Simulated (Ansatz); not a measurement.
# Ac (Fm-3m, 1 atom in the cell): phonons and vibrational spectra

Task: relax Ac (Fm-3m, 1 atom in the cell), then find its harmonic phonons.

Method: DFT PBEsol, scalar-relativistic, plane waves, PAW, in Ansatz 0.2.0.

## 1. Starting point

The structure is cubic, space group Fm-3m (No. 225). The conventional cell has a = 5.311 Å, b = 5.311 Å, c = 5.311 Å, α = 90.00°, β = 90.00°, γ = 90.00°. Ac has 12 Ac at 3.76 Å nearest.

## 2. Bringing the structure to rest

The volume is held at the value of the starting cell, and symmetry leaves nothing else free, so this is a single point.

input.yaml

```yaml
crystal:
  lattice:
    - [0.0, 2.6555, 2.6555]
    - [2.6555, 0.0, 2.6555]
    - [2.6555, 2.6555, 0.0]
  atoms:
    - { symbol: Ac, position: [0.0, 0.0, 0.0] }
kpoints:
  mp_grid: { grid: [14, 14, 14] }
hamiltonian:
  xc: pbesol
scf:
  occupations: { method: gaussian, width: 0.1 }
output:
  forces: true
  stress: true
  eigenvalues: true
```

Run with:

```sh
$ ansatz run input.yaml --threads 4 --pin off --max-ram 16384MiB --backend cpu --events-out ev --progress --plain --runs-dir out
```

Numbers of over 12 decimals in the logs are rounded to 6 here.

Log:

```text
Engine: ansatz 0.2.0, aarch64-unknown-linux-gnu
Pseudopotentials: kind: paw
Pseudopotential: Ac, paw, valence charge 21, recommended cutoff 590 eV (normal), Ac.paw.azcp
Functional definition: PBEsol
  exchange = pbesol_x
  correlation = pbesol_c
Crystal: 1 atoms, lattice volume = 37.451 Å³
Basis set: ecut = 590 eV, 1243 PW (Γ), exchange–correlation on 72×72×72 points (8 copies of the dense FFT grid, shifted against one another)
Bands: 15, of which v1, the nominal top of the filled ones, is band 11 counted from 1 (10 counted from 0)
Symmetry: 48 space group operations
Space group: Fm-3m (ITA 225), of the structure as read, at distance tolerance 3.3e-5 Å
k-points: 104 of 2744
Non-local potential: Ac, projectors of the file, l = 0: 3, l = 1: 3, l = 2: 3, l = 3: 3
PAW form: soft (Blöchl's): semilocal exchange-correlation on the pseudo side does not see the compensation charge
PAW frozen core: Ac, regenerated for the run's functional, and the local potential with it (the file was generated under x = pbe(κ = 0.804, μ = 0.219515), c = pbe(β = 0.066725))
PAW one-centre angular grid: Ac, 590 points (default); XC on 64 Gauss nodes
Initial density: superposition of atomic densities (chi_scale 0.1, normalization cell)
Initial wavefunctions: pseudopotential atomic-orbital guess
Functional: x = pbesol(κ = 0.804, μ = 0.123457), c = pbesol(β = 0.046)
SCF iter   1: F=—  HF=-15858.367516 eV  |F-HF|=—  |Δ(HF+E_count)|=         —  Δρ=1.23e-2  dr2=8.67e-2  ethr=3.10e-3  ⟨swp⟩=8.1  Hψ=10512  notcnv=0
preconditioner: auto → Kerker (q_TF=auto, 2.478 Å⁻¹)  [metal: Δε(μ)=0.006 eV  Ē_g=13.076 eV  σ=0.100 eV  W_gap=0.04  n_scr=14 (ndim 8)  ℏωp=18.2 eV  f_vac=0.000  D(μ)=2.34/eV (n_scr^D=26)]
SCF iter   2: F=—  HF=-15858.342989 eV  |F-HF|=—  |Δ(HF+E_count)|=   2.45e-2  Δρ=7.54e-3  dr2=3.48e-2  ethr=4.13e-4  ⟨swp⟩=2.1  Hψ=2830  notcnv=0  defer=20
SCF iter   3: F=—  HF=-15858.327181 eV  |F-HF|=—  |Δ(HF+E_count)|=   1.58e-2  Δρ=1.39e-3  dr2=5.43e-4  ethr=1.66e-4  ⟨swp⟩=2.9  Hψ=2676  notcnv=0  defer=20
SCF iter   4: F=—  HF=-15858.327070 eV  |F-HF|=—  |Δ(HF+E_count)|=   1.12e-4  Δρ=3.40e-4  dr2=2.21e-5  ethr=2.59e-6  ⟨swp⟩=2.4  Hψ=2513  notcnv=0  defer=20
SCF iter   5: F=—  HF=-15858.327070 eV  |F-HF|=—  |Δ(HF+E_count)|=   3.41e-7  Δρ=7.32e-5  dr2=1.12e-6  ethr=1.05e-7  ⟨swp⟩=3.0  Hψ=2807  notcnv=0  defer=20
SCF iter   6: F=-15858.327070 eV  HF=-15858.327070 eV  |F-HF|=9.90e-10  |Δ(HF+E_count)|=   3.90e-7  Δρ=1.15e-5  dr2=2.96e-8  ethr=4.76e-10  ⟨swp⟩=9.3  Hψ=9766  notcnv=0
SCF 1 converged in 6 iterations: F = -15858.327070 eV  dr2 = 2.96e-8
  greatest PAW one-centre occupation: 0.994 electrons in one spin orbital (limit 2), on the Ac atom at site 0 (counted from 0), in its partial waves of l = 2
SCF converged after 6 iterations
Free energy (F): -15858.327070 eV
Harris-Foulkes:  -15858.327070 eV  (|F-HF|=9.90e-10)
Internal energy: -15858.315213 eV  (E = F + TS)
E sigma→0 (E₀):  -15858.321141 eV
Entropy (-TS):   -0.011857 eV (-11.857 meV/atom)
Fermi energy:    15.363476 eV
--- Per-component energies (eV) ---
  E_band       = -584.459507
  E_kinetic    = 398.768904
  E_local      = -3158.853383  (includes V_loc(G=0)·N_el)
  E_nonlocal   = 634.488937
  E_hartree    = 1101.675780
  E_xc         = -614.249602
  E_vxc        = -224.550327  (∫ρ·V_xc dr)
  E_paw        = -11479.376051  (= ΣΔE_a)
  E_vpaw       = -437.662779  (= ΣTr[D̂ρ^β])
  E_aug_tail   = 0.000800  (compensation charges beyond the density's cutoff)
  E_ewald      = -2741.008407
  E_core_change = 0.237809  (= ΣΔE_core)
  E_smearing   = -0.011857  (= −TS)
  E_closure    = -0.000000  (closes the sum)
  Σ components = -15858.327070   (vs F -15858.327070, Δ=0.00e0)
--- Forces (eV/Å), atoms counted from 1 ---
  atom   1  Ac     0.00000000     0.00000000     0.00000000
  max |Σ_I F_I| component: 1.31e-31 eV/Å
--- Stress (GPa, compression-positive) ---
        3.791444       0.000000       0.000000
        0.000000       3.791444      -0.000000
        0.000000      -0.000000       3.791444
  P = ⅓ Tr σ = 3.7914 GPa (37.914 kbar)
--- Band table (eV; the first three rows and the last of 104) ---
  k-point 0: bands = [... 7 lower, 1.3012, 1.3012, 11.0435, 17.0315, 17.0315, 17.0315, 17.7571, 19.4618]
  k-point 1: bands = [... 7 lower, 1.2865, 1.2865, 11.2583, 16.5804, 17.0905, 17.0905, 18.2887, 19.2048]
  k-point 2: bands = [... 7 lower, 1.2459, 1.2459, 11.8154, 16.0867, 17.2203, 17.2203, 18.7796, 18.8531]
  k-point 103: bands = [... 7 lower, -0.0233, 0.4437, 14.3033, 15.4576, 16.6645, 17.2248, 19.9718, 20.0079]
```

Wall time 1.3 s (4 threads of Arm Neoverse V2, shared host); peak memory 0.44 GiB.

This step gave:

```yaml
pressure: 3.791 GPa
volume_per_atom: 37.45 Å³
gap_on_the_k_mesh: 0 eV
```

The run ends at a pressure of 3.79 GPa.

## 3. Relaxing to small forces for the phonons

Symmetry and the fixed volume leave nothing to relax, so a single point is run on the k mesh and occupations of the first response run.

input.yaml, the sections that differ from step 2:

```yaml
kpoints:
  mp_grid: { grid: [16, 16, 16] }
scf:
  occupations: { method: methfessel_paxton, width: 0.2 }
# crystal, hamiltonian, output: as in step 2
```

Log:

```text
[...]
Crystal: 1 atoms, lattice volume = 37.451 Å³
Basis set: ecut = 590 eV, 1243 PW (Γ), exchange–correlation on 72×72×72 points (8 copies of the dense FFT grid, shifted against one another)
Bands: 15, of which v1, the nominal top of the filled ones, is band 11 counted from 1 (10 counted from 0)
[... 1 set-up line as in the run before ...]
[...]
k-points: 145 of 4096
[...]
--- Band table (eV; the first three rows and the last of 145) ---
  k-point 0: bands = [... 7 lower, 1.3029, 1.3029, 11.0434, 17.0334, 17.0334, 17.0334, 17.7601, 19.4623]
  k-point 1: bands = [... 7 lower, 1.2916, 1.2916, 11.2093, 16.6558, 17.0792, 17.0792, 18.2012, 19.2527]
  k-point 2: bands = [... 7 lower, 1.2598, 1.2598, 11.6551, 16.1898, 17.1898, 17.1898, 18.7334, 18.9286]
  k-point 144: bands = [... 7 lower, -0.1600, 0.4421, 14.4432, 16.0433, 16.0433, 17.0331, 19.9982, 19.9982]
[key lines of the parts left out:]
SCF converged after 6 iterations
Free energy (F): -15858.327369 eV
Fermi energy:    15.352388 eV
P = ⅓ Tr σ = 3.8101 GPa (38.101 kbar)
```

Wall time 1.7 s (4 threads); peak memory 0.47 GiB.

Numbers from this step:

```
pressure : 3.810 GPa
```

The forces vanish by symmetry. The volume is held at 37.45 Å³/atom, so a pressure of 3.81 GPa remains at this level.

## 4. The dispersion

Stability and thermal properties need the whole zone. Linear response on a 4×4×4 q mesh gives force constants as far as a supercell of that size would.

input.yaml, the sections that differ from step 3:

```yaml
output:
  eigenvalues: true
phonons:
  method: dfpt
  qmesh: [4, 4, 4]
  temperatures: { t_max: 400, t_step: 50 }
  qpath:
    path:
      - [[0.0, 0.0, 0.0], [0.5, 0.0, 0.5], [0.625, 0.25, 0.625]]
      - [[0.375, 0.375, 0.75], [0.0, 0.0, 0.0], [0.5, 0.5, 0.5], [0.5, 0.25, 0.75], [0.5, 0.0, 0.5]]
    npoints: 10
# crystal, kpoints, hamiltonian, scf: as in step 3
```

Log:

```text
[...]
Crystal: 1 atoms, lattice volume = 37.451 Å³
Basis set: ecut = 590 eV, 1243 PW (Γ), exchange–correlation on 72×72×72 points (8 copies of the dense FFT grid, shifted against one another)
Bands: 15, of which v1, the nominal top of the filled ones, is band 11 counted from 1 (10 counted from 0)
[... 1 set-up line as in the run before ...]
k-points: 145 of 4096
[...]
SCF iter   1: F=—  HF=-15858.367716 eV  |F-HF|=—  |Δ(HF+E_count)|=         —  Δρ=1.24e-2  dr2=8.68e-2  ethr=3.10e-3  ⟨swp⟩=7.6  Hψ=14112  notcnv=0
[...]
SCF iter   9: F=-15858.327369 eV  HF=-15858.327369 eV  |F-HF|=5.46e-12  |Δ(HF+E_count)|=  1.27e-11  S|Δr|=    0.00e0  Δρ=5.48e-8  dr2=9.54e-13  ethr=1.00e-12  ⟨swp⟩=7.5  Hψ=12679  notcnv=0
SCF 1 converged in 9 iterations: F = -15858.327369 eV  dr2 = 9.54e-13
[...]
NSCF: frozen V_eff on 145 k-points
[...]
DFPT response loops at q = (0, 0, 0) (fractional): preconditioner auto → Kerker (q_TF=auto, 2.478 Å⁻¹) (partly filled bands, converged f_vac=0.000); β = 1.00, the filter's whole step (`scf.mixing.beta` (0.50) is not read by the response loops under this deck's `scf.mixing.preconditioner`; to damp them name `kerker` or `kerker_dos`, under which they read `scf.mixing.beta`, and type it under 1.00, their step now; both keys bind the ground state too); Broyden in place of MSR1
[...]
SCF converged after 9 iterations
[...]
Free energy (F): -15858.327369 eV
[...]
Internal energy: -15858.325709 eV  (E = F + TS)
E sigma→0 (E₀):  -15858.326954 eV
Entropy (-TS):   -0.001660 eV (-1.660 meV/atom)
Fermi energy:    15.352398 eV
[...]
--- Band table (eV; the first three rows and the last of 145) ---
  k-point 0: bands = [... 7 lower, 1.3029, 1.3029, 11.0435, 17.0334, 17.0334, 17.0334, 17.7601, 19.4624]
  k-point 1: bands = [... 7 lower, 1.2917, 1.2917, 11.2093, 16.6558, 17.0792, 17.0792, 18.2012, 19.2528]
  k-point 2: bands = [... 7 lower, 1.2598, 1.2598, 11.6551, 16.1898, 17.1898, 17.1898, 18.7334, 18.9286]
  k-point 144: bands = [... 7 lower, -0.1600, 0.4421, 14.4432, 16.0433, 16.0433, 17.0331, 19.9982, 19.9982]
--- Phonons (Γ-DFPT): 1 representative perturbation + reference (Σ response iterations 3) ---
  ASR residual: 1.154e-4 → 0.000e0 eV/Å²; symmetrization residual: 6.548e-11 eV/Å²
  ASR residual per site (eV/Å²): 1.15e-4
  Γ frequencies (cm⁻¹): 0.00 0.00 0.00
--- Phonons (arbitrary-q DFPT): 8 irreducible q on the 4×4×4 mesh ---
  q = [0.0000, 0.0000, 0.0000] (star 1, of the zone-centre solve; hermiticity 1.29e-8, symmetrization 5.67e-7): -0.00 0.00 0.00
  q = [0.0000, 0.0000, 0.2500] (star 8, 1 solved perturbation on 2176 of 4096 k-point pairs; hermiticity 8.36e-13, symmetrization 3.51e-11): 32.11 32.11 65.50
[...]
q = [0.0000, 0.2500, 0.2500] (star 6, 2 solved perturbations in 1808 linear systems a pass and spin channel, the states on 1160 of 4096 k-point pairs; hermiticity 1.18e-12, symmetrization 2.02e-12): 50.45 50.45 55.97
[...]
sum rule: each row above includes the acoustic sum rule's correction from the zone centre's row sums; it moved no ω² by more than (0.37 cm⁻¹)²
  mesh force constants: q→R imaginary residual 0.00e0; ASR residual 1.154e-4 → 0.000e0 eV/Å²; symmetrization residual 8.882e-16 eV/Å²
  interpolated dispersion: 62 rows × 3 modes
  density of states and harmonic sums: on the 20×20×20 q-mesh, interpolated from the force constants of a 4×4×4 supercell (no non-analytic term)
  largest difference from the sums on the solved wave vectors: F 3.59e-3 eV, S 1.30e-5 and C_V 4.01e-6 eV/K
  zero-point energy: 0.010288 eV/cell   skipped modes (ω ≤ 0): 3   left out of the sums: 1.25e-4 of the cell's modes: C_V's classical limit lies that fraction below 3 k_B per atom; for a crystal, a wire or a layer, F and S can be off by more, and a phonons.interpolated_qmesh denser along its periods is the remedy for the sampling
```

Wall time 6 min (4 threads); peak memory 8.1 GiB; 23 min of CPU time.

Numbers from this step:

| Item | Value |
| --- | --- |
| sum-rule residual before enforcement | 1.15e-4 eV/Å² |
| lowest frequency on the path | 0 cm⁻¹ |
| highest frequency on the path or at a solved wavevector | 97.8 cm⁻¹ |
| mean frequency | 55.3 cm⁻¹ |
| Debye temperature (second moment) | 106 K |
| logarithmic mean frequency | 53.1 cm⁻¹ |
| lowest mode on the q mesh (acoustic modes at Γ apart) | 23.21 cm⁻¹ |
| zero-point energy per atom | 10.29 meV |
| heat capacity at 300 K | 24.78 J/(mol atoms K) |
| vibrational entropy at 300 K | 59.13 J/(mol atoms K) |

Frequencies (cm⁻¹) solved at each irreducible wavevector; negative means imaginary. Frequencies by wavevector, by row:

| q in reciprocal lattice units | star | mode 1 | mode 2 | mode 3 |
| --- | --- | --- | --- | --- |
| 0 0 0 | 1 | 0 | 0 | 0 |
| 0 0 0.25 | 8 | 32.1 | 32.1 | 65.5 |
| 0 0 -0.5 | 4 | 23.2 | 23.2 | 82.6 |
| 0 0.25 0.25 | 6 | 50.5 | 50.5 | 56 |
| 0 0.25 -0.5 | 24 | 45.6 | 58.5 | 71.2 |
| 0 0.25 -0.25 | 12 | 42.1 | 62.4 | 68.2 |
| 0 -0.5 -0.5 | 3 | 61.7 | 61.7 | 97.8 |
| 0.25 -0.5 -0.25 | 6 | 60.9 | 61.9 | 61.9 |

Interpolated from a 4×4×4 q mesh. The phonon branches at the labelled points (cm⁻¹):

| point | branch 1 | branch 2 | branch 3 |
| --- | --- | --- | --- |
| Γ | 0 | 0 | 0 |
| halfway | 50 | 50 | 56 |
| X | 62 | 62 | 98 |
| halfway | 57 | 62 | 90 |
| U | 49 | 63 | 76 |
| jump to K | 49 | 63 | 76 |
| halfway | 36 | 59 | 62 |
| Γ | 0 | 0 | 0 |
| halfway | 32 | 32 | 66 |
| L | 23 | 23 | 83 |
| halfway | 43 | 50 | 72 |
| W | 61 | 62 | 62 |
| halfway | 58 | 61 | 84 |
| X | 62 | 62 | 98 |

The phonon branches as a text plot (rows in cm⁻¹):

```
     96 |           ***                                        **
     92 |              *
     88 |         **                                          *
     84 |               *                       ***
     79 |        *       *                    **   **        *
     75 |                 *                          *      *
     71 |                  *                 *        **
     67 |       *           ****            *           *  *
     63 |            ************                        **    **
     59 |         *** **        *                       ********
     55 |      ***      *        *         *           *    **
     51 |      *         *                            * *
     47 |    **           **                           *
     43 |    **             ***   **      *          **
     39 |                      *                    **
     35 |   *                   *            *
     31 |                        *  *    *  * **   **
     26 |  *                        *      *    * **
     22 |  *                      **      *      **
     18 |                            *
     14 | *                         **  **
     10 | *
      6 |                            *  *
      2 |*                            **
         Γ           X  U|K            Γ         L        W     X
```

Tetrahedra on a 20×20×20 mesh, mean over bins of 1 cm-1. Interpolated from a 4×4×4 q mesh. Phonon density of states against wavenumber; read off at these points:

wavenumber (cm⁻¹), phonon density of states (1/cm⁻¹/cell) and a bar:
```
      0.5      0.000 
      3.5      0.000 
      5.5      0.000 
      8.5      0.001 
     10.5      0.001 
     13.5      0.001 
     16.5      0.002 #
     18.5      0.003 #
     21.5      0.004 #
     24.5      0.007 ##
     26.5      0.012 ###
     29.5      0.019 #####
     31.5      0.027 #######
     34.5      0.037 #########
     37.5      0.043 ###########
     39.5      0.047 ############
     42.5      0.057 ##############
     45.5      0.060 ###############
     47.5      0.060 ###############
     50.5      0.064 ################
     52.5      0.067 #################
     55.5      0.074 ##################
     58.5      0.075 ###################
     60.5      0.116 #############################
     61.5      0.120 ##############################
     63.5      0.019 #####
     66.5      0.047 ############
     68.5      0.066 #################
     70.5      0.075 ###################
     71.5      0.074 ##################
     73.5      0.049 ############
     76.5      0.034 #########
     79.5      0.023 ######
     81.5      0.015 ####
     84.5      0.006 #
     87.5      0.005 #
     89.5      0.004 #
     92.5      0.003 #
     94.5      0.002 
     97.5      0.000
```

Second derivatives of the energy by pair, one row for each kind of neighbour of each atom listed. Each entry sums the pair over the periodic images of the supercell that the q mesh stands for, and in a polar crystal it holds the long-range dipole part too. Force constants by pair, by row:

```
atom  neighbour  distance (Å)  third of the trace (eV/Å²)  along the pair's line (eV/Å²)
 Ac1     itself             0                       2.736                              –
 Ac1         Ac         3.755                     -0.1756                        -0.6095
 Ac1         Ac         5.311                      0.0778                         0.1878
 Ac1         Ac         6.505                     -0.0474                         0.0127
```

Harmonic thermodynamic functions per atom, from the density of states. Interpolated from a 4×4×4 q mesh. Thermodynamic functions, by row:

```csv
T (K),F_vib (meV/atom),S (J/mol-atom/K),C_V (J/mol-atom/K)
0,10.29,0,0
50,6.9,16.97,20.12
100,-6.23,32.34,23.59
200,-49.38,49.11,24.59
300,-105.8,59.13,24.78
400,-171,66.27,24.85
```

Harmonic mean-square displacement, third of the trace. Interpolated from a 4×4×4 q mesh. Mean square displacements, by row:

| T (K) | Ac1 U_eq (Å²) |
| --- | --- |
| 0 | 0.00147 |
| 100 | 0.00485 |
| 300 | 0.01407 |
| 600 | 0.02805 |

Symmetry leaves 8 wavevectors to solve. The lowest mode among them, the acoustic zeros apart, lies at q = (0, 0, -0.5) and is real, 23.2 cm⁻¹.

## 5. Summary of results

* space group (within 0.01 Å): Fm-3m
* volume per atom: 37.5 Å³
* electronic character: no gap on this mesh
* lowest mode on the q mesh (acoustic modes at Γ apart): 23.2 cm⁻¹
* highest frequency on the path or at a solved wavevector: 97.8 cm⁻¹
* zero-point energy per atom: 10.3 meV
* heat capacity at 300 K: 24.8 J/(mol atoms K)
* vibrational entropy at 300 K: 59.1 J/(mol atoms K)
* Debye temperature (second moment): 106 K
* imaginary modes on the 4×4×4 q mesh: none

The structure is a minimum as far as tested: no mode is imaginary at the 8 irreducible wavevectors of the 4×4×4 mesh, and the softest away from the acoustic zeros lies at 23 cm⁻¹. The volume was held at that of the database entry and not relaxed, so the modes belong to a cell under 3.81 GPa at this level. With no gap, or one that is small against the smearing, the frequencies hang on the k mesh and the smearing, most of all near Kohn anomalies. Spin-orbit coupling is left out, which can matter for the heavy elements here. These are harmonic frequencies at zero temperature: anharmonic shifts, linewidths and thermal expansion are left out.

[Logs are printed without paths, hosts, clocks, repeated set-up lines and the standing remarks that a program may print on its own settings, such as how far it seeks lower states.]

[Hosts, paths, dates, database ids (printed as entryN), source tags and the programs' standing remarks are cut or masked in the printed files.]
